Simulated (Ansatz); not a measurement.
**Molecular dynamics of a frame of liquid (Cs,Rb)F from 1100 K, run at 300 K (78 atoms)**

How do the atoms of a frame of liquid (Cs,Rb)F from 1100 K, run at 300 K (78 atoms) move, and what local order do they keep?

Main program and level: Ansatz 0.2.0; Kohn-Sham DFT, PBE, PAW (set soft_2), plane waves.

## Step 1: The structure

The cell holds 78 atoms: 20 Cs, 19 Rb and 39 F. Its edges and angles: a = 13.773 Å, b = 13.773 Å, c = 13.773 Å, α = 90.0°, β = 90.0°, γ = 90.0°. 78 atoms (20 Cs, 19 Rb, 39 F) placed at random at 3.13 g/cm³, melted at 1600 K for 10 ps at fixed volume with the Lennard-Jones and Coulomb ion parameters for SPC/E (Joung and Cheatham, J. Phys. Chem. B 112, 9020 (2008)), full charges. Snapshot at the end of a hold of 15 ps at 1100 K and zero pressure.

Before any run, some limits are plain. The starting topology of bonds comes from the classical model, and needn't be the one that DFT or experiment would give. The cell was made at 1100 K but the dynamics is set to 300 K: the trajectory isn't one at 1100 K. The ion parameters were fitted for water, not for melts, so the density of this cell may lie well off the real melt's. The Brillouin zone is sampled at Γ only, in a cell whose shortest periodic width is 14 Å. The levels lack spin–orbit coupling, which is large for the heavy elements here.

## Step 2: Dynamics started at 300 K

A Nosé–Hoover thermostat steers the temperature while disturbing the dynamics little. The time step is 1.0 fs.

File input.yaml:

```yaml
crystal:
  lattice:
    - [13.77283, 0.0, 0.0]
    - [0.0, 13.77283, 0.0]
    - [0.0, 0.0, 13.77283]
  atoms:
    - { symbol: Cs, position: [0.46524, 0.35703, 0.40198] }
    - { symbol: Cs, position: [0.44854, 0.04649, 0.63572] }
    - { symbol: Cs, position: [0.31076, 0.09107, 0.37672] }
    - { symbol: Cs, position: [0.95529, 0.36988, 0.66764] }
    [... 68 atom lines left out ...]
    - { symbol: F, position: [0.59044, 0.72428, 0.28838] }
    - { symbol: F, position: [0.26667, 0.16691, 0.92235] }
    - { symbol: F, position: [0.93866, 0.17103, 0.1042] }
    - { symbol: F, position: [0.37438, 0.90926, 0.5146] }
    - { symbol: F, position: [0.73648, 0.89165, 0.53761] }
    - { symbol: F, position: [0.29671, 0.27522, 0.28366] }
kpoints:
  mp_grid: { grid: [1, 1, 1] }
hamiltonian:
  xc: pbe
scf:
  occupations: { method: gaussian, width: 0.025 }
output:
  forces: true
md:
  timestep: 1.0
  n_steps: 88
  ensemble: nvt_nose_hoover
  temperature: 300
  initial_velocities: maxwell_boltzmann
  seed: 102
```

Command:

```
$ ansatz run input.yaml --threads 4 --pin off --max-ram 8192MiB --backend cpu --events-out ev --progress --plain --runs-dir out
```

Run time: 6.7 min. Hardware: 4 threads of AMD EPYC 9R45, shared host; peak memory 3.3 GiB.

The program notes that it switched symmetry off.

Rows from the run:

```csv
time (fs),T (K),potential (meV/atom),conserved (meV/atom)
0.0,300,0.0,0.00
6.0,309,-1.1,0.00
12.0,327,-3.4,0.00
18.0,348,-6.2,0.00
23.0,365,-8.4,0.00
29.0,379,-10.4,0.00
35.0,385,-11.4,0.00
41.0,385,-11.8,0.00
47.0,383,-11.9,0.00
53.0,381,-12.3,0.00
59.0,382,-13.1,0.00
65.0,387,-14.5,0.00
70.0,393,-16.1,0.00
76.0,403,-18.4,0.00
82.0,416,-21.1,0.00
88.0,430,-24.2,0.00
```

Mean square displacement from the first frame to the last: Cs 0.030 Å², Rb 0.080 Å², F 0.25 Å².

Table of mean square displacement by time lag:

```csv
time lag (fs),Cs (Å²),F (Å²),Rb (Å²)
1.0,5.7e-6,5.3e-5,1.2e-5
2.0,2.3e-5,2.1e-4,4.7e-5
4.0,9.2e-5,8.5e-4,1.9e-4
6.0,2.1e-4,0.00192,4.2e-4
8.0,3.7e-4,0.00341,7.5e-4
9.0,4.7e-4,0.00431,9.5e-4
11.0,7.0e-4,0.00642,0.00142
13.0,9.7e-4,0.00895,0.00198
15.0,0.00130,0.0119,0.00263
17.0,0.00166,0.0152,0.00337
18.0,0.00187,0.0170,0.00378
20.0,0.00230,0.0209,0.00466
22.0,0.00279,0.0252,0.00563
24.0,0.00331,0.0298,0.00668
26.0,0.00389,0.0347,0.00782
27.0,0.00419,0.0373,0.00843
29.0,0.00483,0.0427,0.00969
31.0,0.00551,0.0484,0.0110
33.0,0.00623,0.0544,0.0125
35.0,0.00700,0.0606,0.0140
36.0,0.00740,0.0638,0.0148
38.0,0.00822,0.0704,0.0164
40.0,0.00909,0.0772,0.0181
42.0,0.00999,0.0841,0.0199
44.0,0.0109,0.0912,0.0218
```

Over the second half of 88 fs the temperature averages 395 K, rising from about 382 to 419 K (means over the first and last quarter of that half). The conserved energy stays within 0.00 meV/atom. From first frame to last F has the largest mean square displacement, 0.25 Å² at the end; the farthest move is 0.92 Å. The mean temperature of 395 K lies well off the 300 K of the input, so the thermostat hasn't yet brought the run to equilibrium. The run spans 0.09 ps, too short for its means to be equilibrium values.

## Step 3: Distances and neighbours late in the run

The g(r) is a mean over the second half; what follows it is taken at the last frame.

Density 3.19 g/cm³, 33.49 Å³ an atom.

Mean of 16 frames. Pair distribution functions g(r), in bins of 0.2 Å:

```csv
r (Å),total,F-F,F-Cs,F-Rb,Cs-Cs,Cs-Rb,Rb-Rb
2.30,0.02,0.00,0.00,0.08,0.00,0.00,0.00
2.50,0.63,0.00,0.29,2.29,0.00,0.00,0.00
2.70,1.64,0.00,2.46,4.12,0.00,0.00,0.00
2.90,2.13,0.06,4.50,3.98,0.00,0.00,0.00
3.10,1.32,0.17,3.45,1.62,0.00,0.00,0.00
3.30,0.79,0.47,1.74,0.94,0.00,0.00,0.00
3.50,0.74,0.53,0.84,0.98,0.66,0.56,0.76
3.70,0.92,1.07,0.44,0.53,1.78,1.92,0.91
3.90,1.10,1.79,0.48,0.58,1.40,1.54,1.77
4.10,1.07,1.95,0.37,0.51,1.32,1.61,1.29
4.30,1.17,1.52,0.23,0.66,1.82,2.71,1.90
4.50,1.03,1.31,0.74,0.37,1.89,1.83,1.15
4.70,0.81,1.16,0.55,0.30,1.15,1.16,1.47
4.90,0.91,1.34,0.75,0.51,0.99,0.85,1.37
5.10,0.95,1.53,0.55,0.57,0.86,1.49,0.75
5.30,0.89,1.06,0.71,0.77,0.62,1.22,0.97
5.50,1.01,1.02,0.85,0.64,1.82,1.87,0.48
5.70,1.07,1.01,1.01,1.40,0.42,1.14,0.97
5.90,1.00,0.88,1.29,1.15,0.45,0.65,1.03
6.10,1.12,0.80,1.65,1.33,0.68,0.53,1.06
6.30,1.12,0.68,1.57,1.35,0.94,0.91,0.87
6.50,1.03,0.73,1.41,1.45,0.55,0.69,0.19
6.70,0.94,0.60,1.30,1.31,0.41,0.74,0.29
```

Bonds by pair of elements; cutoffs follow the first minimum of g(r), held within bounds set by covalent radii, and pairs that aren't listed don't count as bonded:

```csv
pair A-B,cutoff (Å),bonds,mean length (Å),spread (Å),shortest (Å),B about A,A about B
F-Cs,3.52,86,3.01,0.208,2.59,2.21,4.3
F-Rb,3.33,74,2.85,0.214,2.46,1.90,3.90
```

The cutoffs for F-Cs and F-Rb fall short of the minimum of g(r), so counts run low and odd coordinations can be artefacts.

How many atoms have how many bonded neighbours:

```csv
element,mean,2,3,4,5,6
Cs,4.3,0,3,9,7,1
F,4.10,1,9,16,11,2
Rb,3.90,1,4,10,4,0
```

Bond angles (no mean is given where the spread exceeds 20°):

```csv
angle,count,mean (°),spread (°)
F-Cs-F,148,-,-
Cs-F-Rb,147,-,-
F-Rb-F,113,-,-
Cs-F-Cs,70,-,-
Rb-F-Rb,47,-,-
```

Bond length by coordination (bonds to H left out):

```csv
element,coordination,atoms,mean bond length (Å)
Cs,3,3,3.00
Cs,4,9,2.98
Cs,5,7,3.01
Cs,6,1,3.21
F,2,1,2.63
F,3,9,2.86
F,4,16,2.93
F,5,11,2.97
F,6,2,3.09
Rb,2,1,2.6
Rb,3,4,2.74
Rb,4,10,2.88
Rb,5,4,2.90
```

First main peaks of g(r), for some of the pairs, lie near 4.1 Å (F-F), 3.0 Å (F-Cs) and 2.7 Å (F-Rb).

## Step 4: Single point at the last frame

The last frame is solved once more, with the analyses that the dynamics left out.

File input.yaml:

```yaml
crystal:
  lattice:
    - [13.77283, 0.0, 0.0]
    - [0.0, 13.77283, 0.0]
    - [0.0, 0.0, 13.77283]
  atoms:
    - { symbol: Cs, position: [0.45663, 0.36457, 0.38793] }
    - { symbol: Cs, position: [0.44008, 0.03989, 0.64171] }
    - { symbol: Cs, position: [0.31456, 0.08166, 0.36798] }
    - { symbol: Cs, position: [0.96051, 0.37178, 0.65933] }
    [... 68 atom lines left out ...]
    - { symbol: F, position: [0.62265, 0.73413, 0.3386] }
    - { symbol: F, position: [0.28286, 0.1788, 0.92319] }
    - { symbol: F, position: [0.90678, 0.17608, 0.08793] }
    - { symbol: F, position: [0.36643, 0.89631, 0.49918] }
    - { symbol: F, position: [0.72135, 0.86534, 0.53805] }
    - { symbol: F, position: [0.29983, 0.28034, 0.28074] }
kpoints:
  mp_grid: { grid: [1, 1, 1] }
hamiltonian:
  xc: pbe
scf:
  occupations: { method: gaussian, width: 0.025 }
output:
  forces: true
  stress: true
  populations: intrinsic
  dos:
    method: { smearing: { sigma: 0.08 } }
    de: 0.1
    projected: { site_lists: { Cs: [Cs], F: [F], Rb: [Rb] } }
  eigenvalues: true
  write_density: true
  write_potential: true
  volumetric_format: npy
  elf: true
```

Run time: 16 s. Hardware: 4 threads; peak memory 3.2 GiB; 58 s of CPU time.

The program notes that the exchange-correlation potential is rough where the density is thin.

Numbers from this run:

```yaml
free_energy: -207105.4775 eV
free_energy_per_atom: -2655.1984 eV/atom
scf_cycles: 9
pressure: -0.5386 GPa
r_m_s_force_component: 0.2586 eV/Å
longest_force: 0.814 eV/Å
fermi_energy: 3.06 eV
spacing_of_highest_filled_and_lowest_empty_level: 3.492 eV
```

Length of the force by element:

```csv
element,coordination,atoms,mean length of the force (eV/Å),spread,least,most
Cs,all,20,0.445,0.202,0.173,0.814
F,all,39,0.395,0.136,0.126,0.646
Rb,all,19,0.430,0.174,0.0845,0.748
```

Intrinsic-atomic-orbital charges by element:

```csv
element,coordination,atoms,mean charge (e),spread,least,most
Cs,all,20,0.916,0.0053,0.906,0.926
F,all,39,-0.893,0.006,-0.912,-0.882
Rb,all,19,0.869,0.0095,0.853,0.885
```

States in the cell by windows of 1 eV, zero at the Fermi level; the larger projections on atomic orbitals stand beside the total:

```csv
from (eV),to (eV),total,F p,Cs p,Cs s,Rb s,Rb p
-18,-12,0.0,0.0,0.0,0.0,0.0,0.0
-12,-11,17.2,0.2,0.1,0.0,0.0,16.8
-11,-10,90.8,1.0,0.6,0.2,0.2,88.6
-10,-9,12.4,0.1,6.1,0.0,0.0,6.0
-9,-8,72.2,1.5,69.4,0.3,0.3,0.5
-8,-7,41.5,1.2,39.7,0.1,0.1,0.2
-7,-4,0.0,0.0,0.0,0.0,0.0,0.0
-4,-3,48.3,45.9,0.4,0.4,0.4,0.3
-3,-2,174.0,166.3,2.3,0.8,0.9,0.8
-2,-1,11.7,11.3,0.1,0.0,0.1,0.0
-1,1,0.0,0.0,0.0,0.0,0.0,0.0
1,2,2.0,0.0,0.0,0.9,0.8,0.0
2,3,10.3,0.4,0.2,4.1,3.8,0.1
3,4,33.2,0.9,0.4,8.9,9.1,0.2
4,5,59.6,0.9,0.2,7.3,7.3,0.1
```

The curve was stored every 0.10 eV, coarse against its broadening of 0.08 eV, so these counts are rough.

Between -26 and -18 eV lie 120 more states.

The stored curve holds about 588 of the 624 electrons; the rest, give or take the few that broadening carries across the Fermi level, lie in deeper levels below its range.

The levels nearest the highest filled one (over half full), pooled over k-points and spins:

```csv
level less the highest filled one (eV),occupation
-0.147,2
-0.137,2
-0.115,2
-0.0752,2
-0.0571,2
0,2
3.49,0
4.32,0
4.39,0
4.43,0
4.56,0
4.70,0
```

Mean intrinsic-atomic-orbital charges: Cs +0.92, F -0.89, Rb +0.87 e.

## Step 5: Results

```
mean temperature, second half                                : 395 K
temperature swing, second half                               : 15.28 K
slope of the conserved energy against time, by least squares : 0.0012 meV/atom/ps
free energy per atom                                         : -2655.1984 eV/atom
pressure                                                     : -0.5386 GPa
r.m.s. force component                                       : 0.2586 eV/Å
gap (highest filled to lowest empty level)             : 3.492 eV
wall time of the 2 DFT runs                                  : 7 min
```

Over the second half of 88 fs the temperature averages 395 K, rising from about 382 to 419 K (means over the first and last quarter of that half). The conserved energy stays within 0.00 meV/atom. The mean temperature of 395 K lies well off the 300 K of the input, so the thermostat hasn't yet brought the run to equilibrium. The run spans 0.09 ps, too short for its means to be equilibrium values. Between filled and empty levels lie 3.49 eV (at Γ alone); a semilocal functional tends to put such gaps too low. In a disordered cell it changes from sample to sample and from frame to frame.

**Limits.** The pressure of a single frame lacks the kinetic term, about 0.16 GPa here.

[Logs are printed without paths, hosts, clocks, repeated set-up lines and the standing remarks that a program may print on its own settings, such as how far it seeks lower states.]

[Hosts, paths, dates, database ids (printed as entryN), source tags and the programs' standing remarks are cut or masked in the printed files.]
